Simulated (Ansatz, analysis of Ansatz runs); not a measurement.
# Reproducing a measured local vibrational mode: S on a Se site in ZnSe

Aim: the local vibrational mode of the S on a Se site in ZnSe, to be set beside the measurement. Set-up: LDA, 64-site cell, LDA lattice, 420 eV, k: the single point 1/4 1/4 1/4. The model is a cell of 64 host atoms with 1 Se taken out and 1 S put in. The frequencies come from force constants among the defect atom and its neighbours, with the masses of the isotopes named. A local or semilocal functional is the cheapest first rung.

Measured beforehand: Threefold local mode of S: 297 cm⁻¹, by Infrared reflectivity with Kramers-Kronig analysis (ZnSe with ~1% S) (“Optical Studies of Lattice Vibration in II-VI Semiconducting Compounds”, 1968, M. Balkanski). The calculation is set beside it at the end.

Calculated with Ansatz 0.2.0; plane-wave PAW DFT, LDA; relaxation of all atoms of a defect supercell.

**1. The starting structure**

The cell holds 64 atoms: 32 Zn, 31 Se and 1 S. Its edges and angles: a = 11.135 Å, b = 11.135 Å, c = 11.135 Å, α = 90.0°, β = 90.0°, γ = 90.0°. It derives from ZnSe (space group F-43m). Nearest the centre at fractional (0.375, 0.375, 0.625): S16 at 0.00 Å, Zn12 at 2.41 Å, Zn57 at 2.41 Å, Zn27 at 2.41 Å, Zn42 at 2.41 Å, Se29 at 3.94 Å, Se31 at 3.94 Å, Se7 at 3.94 Å.

The host's primitive cell comes from a first run (plane-wave PAW DFT, LDA; relaxation of the host's cell and atoms): vectors of 3.937, 3.937 and 3.937 Å. That is 21.57 Å³ an atom, 5.2 % under the diffraction cell's volume. The supercell is built on it.

**2. Relaxation, charge 0**

Every later number rests on the structure around the defect, so the atoms are relaxed at the host's lattice first.

Contents of relax/input.yaml:

```yaml
relax:
  f_tol: 0.01
  max_steps: 80
  escape_saddle: false
crystal:
  lattice:
    - [11.13501269, 0.0, 0.0]
    - [0.0, 0.0, -11.13501269]
    - [0.0, 11.13501269, 0.0]
  atoms:
    - { symbol: Zn, position: [0.0, 0.0, 0.0] }
    - { symbol: Zn, position: [0.0, 0.25, 0.25] }
    - { symbol: Zn, position: [0.25, 0.0, 0.25] }
    - { symbol: Zn, position: [0.25, 0.25, 0.0] }
    - { symbol: Se, position: [0.125, 0.125, 0.125] }
    - { symbol: Se, position: [0.125, 0.375, 0.375] }
    - { symbol: Se, position: [0.375, 0.125, 0.375] }
    - { symbol: Se, position: [0.375, 0.375, 0.125] }
    - { symbol: Zn, position: [0.0, 0.0, 0.5] }
    - { symbol: Zn, position: [0.0, 0.25, 0.75] }
    - { symbol: Zn, position: [0.25, 0.0, 0.75] }
    - { symbol: Zn, position: [0.25, 0.25, 0.5] }
    - { symbol: Se, position: [0.125, 0.125, 0.625] }
    - { symbol: Se, position: [0.125, 0.375, 0.875] }
    - { symbol: Se, position: [0.375, 0.125, 0.875] }
    - { symbol: S, position: [0.375, 0.375, 0.625] }
    - { symbol: Zn, position: [0.0, 0.5, 0.0] }
    - { symbol: Zn, position: [0.0, 0.75, 0.25] }
    - { symbol: Zn, position: [0.25, 0.5, 0.25] }
    - { symbol: Zn, position: [0.25, 0.75, 0.0] }
    - { symbol: Se, position: [0.125, 0.625, 0.125] }
    - { symbol: Se, position: [0.125, 0.875, 0.375] }
    - { symbol: Se, position: [0.375, 0.625, 0.375] }
    - { symbol: Se, position: [0.375, 0.875, 0.125] }
    - { symbol: Zn, position: [0.0, 0.5, 0.5] }
    - { symbol: Zn, position: [0.0, 0.75, 0.75] }
    - { symbol: Zn, position: [0.25, 0.5, 0.75] }
    - { symbol: Zn, position: [0.25, 0.75, 0.5] }
    - { symbol: Se, position: [0.125, 0.625, 0.625] }
    - { symbol: Se, position: [0.125, 0.875, 0.875] }
    - { symbol: Se, position: [0.375, 0.625, 0.875] }
    - { symbol: Se, position: [0.375, 0.875, 0.625] }
    - { symbol: Zn, position: [0.5, 0.0, 0.0] }
    - { symbol: Zn, position: [0.5, 0.25, 0.25] }
    - { symbol: Zn, position: [0.75, 0.0, 0.25] }
    - { symbol: Zn, position: [0.75, 0.25, 0.0] }
    - { symbol: Se, position: [0.625, 0.125, 0.125] }
    - { symbol: Se, position: [0.625, 0.375, 0.375] }
    - { symbol: Se, position: [0.875, 0.125, 0.375] }
    - { symbol: Se, position: [0.875, 0.375, 0.125] }
    - { symbol: Zn, position: [0.5, 0.0, 0.5] }
    - { symbol: Zn, position: [0.5, 0.25, 0.75] }
    - { symbol: Zn, position: [0.75, 0.0, 0.75] }
    - { symbol: Zn, position: [0.75, 0.25, 0.5] }
    - { symbol: Se, position: [0.625, 0.125, 0.625] }
    - { symbol: Se, position: [0.625, 0.375, 0.875] }
    - { symbol: Se, position: [0.875, 0.125, 0.875] }
    - { symbol: Se, position: [0.875, 0.375, 0.625] }
    - { symbol: Zn, position: [0.5, 0.5, 0.0] }
    - { symbol: Zn, position: [0.5, 0.75, 0.25] }
    - { symbol: Zn, position: [0.75, 0.5, 0.25] }
    - { symbol: Zn, position: [0.75, 0.75, 0.0] }
    - { symbol: Se, position: [0.625, 0.625, 0.125] }
    - { symbol: Se, position: [0.625, 0.875, 0.375] }
    - { symbol: Se, position: [0.875, 0.625, 0.375] }
    - { symbol: Se, position: [0.875, 0.875, 0.125] }
    - { symbol: Zn, position: [0.5, 0.5, 0.5] }
    - { symbol: Zn, position: [0.5, 0.75, 0.75] }
    - { symbol: Zn, position: [0.75, 0.5, 0.75] }
    - { symbol: Zn, position: [0.75, 0.75, 0.5] }
    - { symbol: Se, position: [0.625, 0.625, 0.625] }
    - { symbol: Se, position: [0.625, 0.875, 0.875] }
    - { symbol: Se, position: [0.875, 0.625, 0.875] }
    - { symbol: Se, position: [0.875, 0.875, 0.625] }
basis:
  ecutwfc: 420
  xc_grid: 2
hamiltonian:
  xc: lda
kpoints:
  mp_grid: { grid: [1, 1, 1], shift: [0.25, 0.25, 0.25] }
scf:
  occupations: { method: fermi_dirac, width: 0.01 }
  max_iter: 120
output:
  forces: true
checkpoint:
  write: "../relax.run"
  compress: false
  write_wavefunctions: true
  write_every: 100000
```

Launch:

```console
$ ansatz run input.yaml --threads 4 --pin off --max-ram 7536MiB --backend cpu --events-out ev --progress --plain --runs-dir out
```

Numbers of over 12 decimals in the logs are rounded to 6 here.

Log:

```text
[... repeated set-up lines and file paths are left out, and long positions are rounded to six places ...]
Engine: ansatz 0.2.0, aarch64-unknown-linux-gnu
Pseudopotentials: kind: paw
Pseudopotential: Zn, paw, valence charge 12, recommended cutoff 420 eV (normal), Zn.paw.azcp
Pseudopotential: Se, paw, valence charge 16, recommended cutoff 420 eV (normal), Se.paw.azcp
Pseudopotential: S, paw, valence charge 6, recommended cutoff 420 eV (normal), S.paw.azcp
Functional definition: SPW92
  exchange = slater_x
  correlation = pw_c
Crystal: 64 atoms, lattice volume = 1380.614 Å³
Basis set: ecut = 420 eV, 27081 PW (Γ), exchange–correlation on 150×150×150 points (8 copies of the dense FFT grid, shifted against one another)
Bands: 532, of which v1, the nominal top of the filled ones, is band 443 counted from 1 (442 counted from 0)
Symmetry: 6 space group operations
k-points: 1
Non-local potential: Zn, projectors of the file, l = 0: 2, l = 1: 2, l = 2: 3, l = 3: 1
Non-local potential: Se, projectors of the file, l = 0: 2, l = 1: 2, l = 2: 3, l = 3: 1
Non-local potential: S, projectors of the file, l = 0: 2, l = 1: 2, l = 2: 2
PAW form: soft (Blöchl's): semilocal exchange-correlation on the pseudo side does not see the compensation charge
PAW frozen core: Zn, regenerated for the run's functional, and the local potential with it (the file was generated under x = pbe(κ = 0.804, μ = 0.219515), c = pbe(β = 0.066725))
PAW frozen core: Se, regenerated for the run's functional, and the local potential with it (the file was generated under x = pbe(κ = 0.804, μ = 0.219515), c = pbe(β = 0.066725))
PAW frozen core: S, regenerated for the run's functional, and the local potential with it (the file was generated under x = pbe(κ = 0.804, μ = 0.219515), c = pbe(β = 0.066725))
PAW one-centre angular grid: Zn, 590 points (default); XC on 64 Gauss nodes
PAW one-centre angular grid: Se, 590 points (default); XC on 64 Gauss nodes
PAW one-centre angular grid: S, 110 points (default); XC on 64 Gauss nodes
Initial density: superposition of atomic densities (neutral atoms: chi_scale 0, normalization atom), corrected by the library's trained network
Initial wavefunctions: pseudopotential atomic-orbital guess
Functional: x = slater, c = lda
SCF iter   1: F=—  HF=-271673.717987 eV  |F-HF|=—  |Δ(HF+E_count)|=         —  Δρ=5.64e-3  dr2=2.68e-1  ethr=1.77e-3  ⟨swp⟩=5.0  Hψ=1943  notcnv=0  defer=31
preconditioner: auto → Resta (q_TF=auto, 2.534 Å⁻¹)  ε∞=5.7  [insulator: Δε(μ)=2.420 eV  Ē_g=11.099 eV  σ=0.010 eV  W_gap=1.00  n_scr=388 (ndim 8)  ℏωp=24.0 eV  f_vac=0.101  D(μ)=0.00/eV (n_scr^D=0)  ε∞_Penn≈5.7]
SCF iter   2: F=—  HF=-271673.645418 eV  |F-HF|=—  |Δ(HF+E_count)|=   7.26e-2  Δρ=2.57e-3  dr2=7.26e-2  ethr=3.02e-5  ⟨swp⟩=2.0  Hψ=873  notcnv=0  defer=84
SCF iter   3: F=—  HF=-271673.635087 eV  |F-HF|=—  |Δ(HF+E_count)|=   1.03e-2  Δρ=1.78e-3  dr2=2.15e-2  ethr=8.20e-6  ⟨swp⟩=2.0  Hψ=710  notcnv=0  defer=84
SCF iter   4: F=—  HF=-271673.627238 eV  |F-HF|=—  |Δ(HF+E_count)|=   7.85e-3  Δρ=3.29e-4  dr2=1.41e-3  ethr=2.42e-6  ⟨swp⟩=2.0  Hψ=709  notcnv=0  defer=84
SCF iter   5: F=—  HF=-271673.626303 eV  |F-HF|=—  |Δ(HF+E_count)|=   9.35e-4  Δρ=1.07e-4  dr2=1.70e-4  ethr=1.59e-7  ⟨swp⟩=2.0  Hψ=683  notcnv=0  defer=84
SCF iter   6: F=—  HF=-271673.626363 eV  |F-HF|=—  |Δ(HF+E_count)|=   5.96e-5  Δρ=2.33e-5  dr2=1.03e-5  ethr=1.92e-8  ⟨swp⟩=2.0  Hψ=698  notcnv=0  defer=84
SCF iter   7: F=—  HF=-271673.626367 eV  |F-HF|=—  |Δ(HF+E_count)|=   3.92e-6  Δρ=2.04e-5  dr2=3.66e-6  ethr=2.82e-10  ⟨swp⟩=5.0  Hψ=2308  notcnv=0
SCF iter   8: F=-271673.626365 eV  HF=-271673.626365 eV  |F-HF|=3.49e-7  |Δ(HF+E_count)|=   1.66e-6  Δρ=6.79e-6  dr2=4.34e-7  ethr=2.82e-10  ⟨swp⟩=5.0  Hψ=1989  notcnv=0
SCF 1 converged in 8 iterations: F = -271673.626365 eV  dr2 = 4.34e-7
  greatest PAW one-centre occupation: 1.000 electrons in one spin orbital (limit 2), on the Se atom at site 45 (counted from 0), in its partial waves of l = 2
relax step   1: F+E_penalty+E_count = -271673.62636498 eV  Δ(F+E_penalty+E_count) = +0.000e0 eV  max|allowed force component| = 3.490e-1 eV/Å  Δτ_max = 0.0000 Å  (8 SCF iters, dr2 threshold 2.50e-6 eV, accepted)
[... the SCF cycles and remarks between the steps are left out from here to the last step ...]
relax step   2: F+E_penalty+E_count = -271673.72069400 eV  Δ(F+E_penalty+E_count) = -9.433e-2 eV  max|allowed force component| = 1.747e-1 eV/Å  Δτ_max = 0.0535 Å  (6 SCF iters, dr2 threshold 7.61e-6 eV, accepted)
relax step   3: F+E_penalty+E_count = -271673.74270949 eV  Δ(F+E_penalty+E_count) = -2.202e-2 eV  max|allowed force component| = 1.056e-2 eV/Å  Δτ_max = 0.0417 Å  (6 SCF iters, dr2 threshold 1.91e-6 eV, accepted)
SCF iter   1: F=—  HF=-271673.744098 eV  |F-HF|=—  |Δ(HF+E_count)|=         —  Δρ=1.57e-4  dr2=1.78e-4  ethr=2.34e-7  ⟨swp⟩=5.0  Hψ=1323  notcnv=0  defer=71
SCF iter   2: F=—  HF=-271673.744039 eV  |F-HF|=—  |Δ(HF+E_count)|=   5.91e-5  Δρ=7.50e-5  dr2=3.77e-5  ethr=2.00e-8  ⟨swp⟩=2.0  Hψ=770  notcnv=0  defer=71
SCF iter   3: F=—  HF=-271673.742972 eV  |F-HF|=—  |Δ(HF+E_count)|=   1.07e-3  Δρ=2.49e-5  dr2=5.47e-6  ethr=4.25e-9  ⟨swp⟩=2.0  Hψ=863  notcnv=0  defer=71
SCF iter   4: F=—  HF=-271673.742969 eV  |F-HF|=—  |Δ(HF+E_count)|=   2.44e-6  Δρ=7.51e-6  dr2=9.93e-7  ethr=6.17e-10  ⟨swp⟩=2.0  Hψ=704  notcnv=0  defer=71
SCF iter   5: F=-271673.742969 eV  HF=-271673.742969 eV  |F-HF|=5.88e-8  |Δ(HF+E_count)|=   2.42e-8  Δρ=1.79e-6  dr2=9.53e-8  ethr=1.13e-11  ⟨swp⟩=4.0  Hψ=2047  notcnv=0
SCF 4 converged in 5 iterations: F = -271673.742969 eV  dr2 = 9.53e-8
relax step   4: F+E_penalty+E_count = -271673.74296912 eV  Δ(F+E_penalty+E_count) = -2.596e-4 eV  max|allowed force component| = 1.777e-3 eV/Å  Δτ_max = 0.0029 Å  (5 SCF iters, accepted)
NSCF: frozen V_eff on 1 k-points
the band table was solved once a step of the walk had ended and its energy, with any forces and stress, was formed, with the checks that follow a solve (1554 applications of the Hamiltonian). They found nothing against the state; [...]
SCF converged after 5 iterations
Free energy (F): -271673.742969 eV
Harris-Foulkes:  -271673.742969 eV  (|F-HF|=5.88e-8)
Internal energy: -271673.742969 eV  (E = F + TS)
E sigma→0 (E₀):  -271673.742969 eV
Fermi energy:    8.179184 eV
--- Per-component energies (eV) ---
  E_band       = -11738.820369
  E_kinetic    = 8052.482332
  E_local      = -136649.418786  (includes V_loc(G=0)·N_el)
  E_nonlocal   = 1494.618033
  E_hartree    = 63174.594003
  E_xc         = -7663.808405
  E_vxc        = -4879.167356  (∫ρ·V_xc dr)
  E_paw        = -113396.129497  (= ΣΔE_a)
  E_vpaw       = -6106.492037  (= ΣTr[D̂ρ^β])
  E_aug_tail   = -0.030000  (compensation charges beyond the density's cutoff)
  E_ewald      = -86804.770601
  E_core_change = 118.719950  (= ΣΔE_core)
  E_smearing   = -0.000000  (= −TS)
  E_closure    = 0.000000  (closes the sum)
  Σ components = -271673.742969   (vs F -271673.742969, Δ=0.00e0)
--- Forces (eV/Å), atoms counted from 1 ---
  atom   1  Zn     0.00073086     0.00079623    -0.00073086
  atom   2  Zn     0.00107984     0.00107984    -0.00022475
  [... 4 atoms left out ...]
  atom   7  Se    -0.00156472    -0.00042064     0.00042064
  [... 4 atoms left out ...]
  atom  12  Zn    -0.00023851    -0.00023851     0.00023851
  atom  13  Se    -0.00042064    -0.00156472     0.00042064
  atom  14  Se    -0.00076024    -0.00083424    -0.00011092
  [... 1 atom left out ...]
  atom  16  S     -0.00073179    -0.00073179     0.00073179
  [... 10 atoms left out ...]
  atom  27  Zn     0.00055256     0.00113562    -0.00113562
  [... 1 atom left out ...]
  atom  29  Se    -0.00076024     0.00011092     0.00083424
  [... 1 atom left out ...]
  atom  31  Se    -0.00147761    -0.00084629     0.00084629
  [... 10 atoms left out ...]
  atom  42  Zn     0.00113562     0.00113562    -0.00055256
  [... 14 atoms left out ...]
  atom  57  Zn     0.00113562     0.00055256    -0.00113562
  [... 7 atoms left out ...]
  max |Σ_I F_I| component: 5.29e-6 eV/Å
--- Band table (eV) ---
  k-point 0: bands = ["-40.0408", "-40.0408", "-40.0408", "-40.0346", [... 524 left out ...] "14.1422", "14.1422", "14.1851", "14.3364"]
--- Relaxed structure (4 steps of the walk, 4 accepted, 0 SCFs on fresh bases) ---
  F+E_penalty+E_count = -271673.74296912 eV   max|allowed force component| = 1.777e-3 eV/Å
  atoms:
    - { symbol: Zn, position: [0.000164, 0.000164, 8.508786554641073e-5] }
    - { symbol: Zn, position: [0.000809, 0.250413, 0.250809] }
    [... 4 atoms left out ...]
    - { symbol: Se, position: [0.374651, 0.126373, 0.376373] }
    [... 4 atoms left out ...]
    - { symbol: Zn, position: [0.254785, 0.254785, 0.504785] }
    - { symbol: Se, position: [0.126373, 0.126373, 0.624651] }
    - { symbol: Se, position: [0.126417, 0.375147, 0.873367] }
    [... 1 atom left out ...]
    - { symbol: S, position: [0.374836, 0.374836, 0.624836] }
    [... 10 atoms left out ...]
    - { symbol: Zn, position: [0.254811, 0.495408, 0.745408] }
    [... 1 atom left out ...]
    - { symbol: Se, position: [0.126417, 0.623367, 0.625147] }
    [... 1 atom left out ...]
    - { symbol: Se, position: [0.374564, 0.623377, 0.873377] }
    [... 10 atoms left out ...]
    - { symbol: Zn, position: [0.495408, 0.254811, 0.745408] }
    [... 14 atoms left out ...]
    - { symbol: Zn, position: [0.495408, 0.495408, 0.504811] }
    [... 7 atoms left out ...]
```

Elapsed: 5.5 min, on 4 threads of Arm Neoverse N1, shared host; peak memory 4 GiB.

The steps of the relaxation:

```csv
step,energy less that of the first step (eV),largest force component (eV/Å)
1,0.0000,0.3490
2,-0.0943,0.1747
3,-0.1163,0.0106
4,-0.1166,0.0018
```

The run keeps the 6 symmetry operations that it works with, so distortions that break them were not tested.

The atoms that moved most (Å):

```csv
atom,dx,dy,dz,length
Zn12,0.053,0.053,-0.053,0.092
Zn57,-0.051,0.054,0.051,0.090
Zn27,0.054,-0.051,0.051,0.090
Zn42,-0.051,-0.051,-0.054,0.090
Se61,-0.018,-0.005,0.018,0.026
Se46,-0.018,-0.018,0.005,0.026
Se31,-0.005,-0.018,0.018,0.026
Se23,0.002,0.016,0.018,0.024
```

Neighbours of S16 at the end:

```csv
atom,distance (Å)
Zn12,2.315
Zn57,2.322
Zn27,2.322
Zn42,2.322
Se7,3.913
Se6,3.913
Se13,3.913
Se23,3.913
Se38,3.913
Se45,3.913
Se29,3.913
Se15,3.913
Se14,3.913
Se61,3.914
Se31,3.914
Se46,3.914
```

Numbers from this step:

```yaml
free_energy: -271673.7430 eV
```

The relaxation ends 1.8 meV an atom lower, with a largest force component of 0.0018 eV/Å.

**3. Local vibrational modes**

A local mode lives on the defect and the atoms next to it, so only the sites listed in the input are displaced, which costs far fewer SCF runs than the whole cell would.

This step: plane-wave PAW DFT, LDA; finite-displacement force constants among the atoms nearest to a defect, the others at rest.

Contents of modes/input.yaml:

```yaml
crystal:
  lattice:
    - [11.13501269, 0.0, 0.0]
    - [0.0, 0.0, -11.13501269]
    - [0.0, 11.13501269, 0.0]
  atoms:
    - { symbol: Zn, position: [0.000163838, 0.000163838, 8.5088e-05] }
    - { symbol: Zn, position: [0.000809456, 0.250412926, 0.250809456] }
[... 9 atom lines left out ...]
    - { symbol: Zn, position: [0.254784886, 0.254784886, 0.504784886] }
[... 3 atom lines left out ...]
    - { symbol: S, position: [0.374835526, 0.374835526, 0.624835526] }
[... 6 atom lines left out ...]
    - { symbol: Se, position: [0.375147342, 0.623366672, 0.376417472] }
[... 3 atom lines left out ...]
    - { symbol: Zn, position: [0.254811164, 0.495408358, 0.745408358] }
[... 1 atom line left out ...]
    - { symbol: Se, position: [0.126417472, 0.623366672, 0.625147342] }
[... 1 atom line left out ...]
    - { symbol: Se, position: [0.374564272, 0.623376711, 0.873376711] }
[... 6 atom lines left out ...]
    - { symbol: Se, position: [0.623366672, 0.375147342, 0.376417472] }
[... 3 atom lines left out ...]
    - { symbol: Zn, position: [0.495408358, 0.254811164, 0.745408358] }
[... 2 atom lines left out ...]
    - { symbol: Se, position: [0.623366672, 0.126417472, 0.625147342] }
    - { symbol: Se, position: [0.623376711, 0.374564272, 0.873376711] }
[... 10 atom lines left out ...]
    - { symbol: Zn, position: [0.495408358, 0.495408358, 0.504811164] }
[... 3 atom lines left out ...]
    - { symbol: Se, position: [0.623376711, 0.623376711, 0.624564272] }
[... 2 atom lines left out ...]
    - { symbol: Se, position: [0.874871641, 0.874871641, 0.624908139] }
basis:
  ecutwfc: 420
  xc_grid: 2
hamiltonian:
  xc: lda
kpoints:
  mp_grid: { grid: [1, 1, 1], shift: [0.25, 0.25, 0.25] }
scf:
  occupations: { method: fermi_dirac, width: 0.01 }
  max_iter: 120
output: {}
checkpoint:
  read: "../relax.run"
phonons:
  supercell: [1, 1, 1]
  displaced_sites: [11, 15, 26, 41, 56]
```

Log:

```text
[...]
Crystal: 64 atoms, lattice volume = 1380.614 Å³
Basis set: ecut = 420 eV, 27081 PW (Γ), exchange–correlation on 150×150×150 points (8 copies of the dense FFT grid, shifted against one another)
Bands: 532, of which v1, the nominal top of the filled ones, is band 443 counted from 1 (442 counted from 0)
[... 1 set-up line as in the run before ...]
k-points: 1
[...]
iter 1 solved again at ethr=1.08e-11 eV; its pass at ethr=3.10e-3 eV (dr2=9.55e-8 eV) is discarded
[...]
SCF iter   6: F=-271673.742969 eV  HF=-271673.742969 eV  |F-HF|=5.82e-11  |Δ(HF+E_count)|=    0.00e0  Δρ=3.88e-8  dr2=1.76e-11  ethr=1.00e-12  ⟨swp⟩=5.0  Hψ=2064  notcnv=0
SCF 1 converged in 6 iterations: F = -271673.742969 eV  dr2 = 1.76e-11
[...]
Symmetry: 2 space group operations
[...]
SCF 2 converged in 9 iterations: F = -271673.742948 eV  dr2 = 4.16e-12
[...]
symmetry images taken by strict's conditions (phonons.symmetry_images: auto; settled by no image being taken that strict refuses)
  force constants formed among 5 of 64 sites (Zn 11, S 15, Zn 26, Zn 41, Zn 56); the other 59 at rest. The modes move the named sites alone.
  the frequencies, the zero-point energy and the sums are of the block with the acoustic sum rule laid on its rows. Row sums over every site: 3.8e-5 eV/Å² at the most
  transpose residual: 3.4e-5 eV/Å²
  largest component of a force at the reference: 1.1e-3 eV/Å on a named site, 1.8e-3 eV/Å on a site at rest
  frequencies among the named sites at Γ of the cell (cm⁻¹): 112.53 113.72 113.72 159.87 160.71 160.71 165.42 165.42 167.04 168.64 168.64 193.01 301.28 301.72 301.72
  unstable modes among the named sites: 0
  frequencies as built, with no sum rule (cm⁻¹): 112.53 113.71 113.71 159.87 160.71 160.71 165.42 165.42 167.04 168.64 168.64 193.01 301.28 301.72 301.72
  zero-point energy: 0.170734 eV/cell   skipped modes (ω ≤ 0): 0
  not written: the harmonic force-constant file, the file of eigenvectors (these modes' are written with the force constants), the density of states and the dispersion, which are of every site
[key lines of the parts left out:]
SCF converged after 6 iterations
Free energy (F): -271673.742969 eV
Fermi energy:    8.179185 eV
```

Wall time 18 min (4 threads); peak memory 3.6 GiB; 51 min of CPU time.

This step gave:

* free energy: -271673.7430 eV

The modes with the largest weight on the probed atoms (the light atom of a pair), for the masses of each isotope. Modes of the displaced atoms (local only where they lie over the host's phonons):

```csv
isotopes,mode (cm⁻¹),share of the defect atoms
n,301.7,0.843
n,301.7,0.843
n,301.3,0.832
```

**4. What came out**

```json
{
 "distance from the defect atom to its nearest neighbour": "2.315 Å",
 "threefold local mode of S": "302 cm⁻¹",
 "time of the whole chain": "24 min on 4 threads"
}
```

Threefold local mode of S: computed 302 cm⁻¹, measured 297 cm⁻¹; 5 cm⁻¹ (2 %) above the measurement. Only the named neighbours move, so modes near the host's band are approximate.

[Logs are printed without paths, hosts, clocks, repeated set-up lines and the standing remarks that a program may print on its own settings, such as how far it seeks lower states.]

[Hosts, paths, dates, database ids (printed as entryN), source tags and the programs' standing remarks are cut or masked in the printed files.]

[For some hosts the program warned that the k-mesh of the response run may be too coarse for force constants and the static dielectric constant; such warnings are not shown here.]
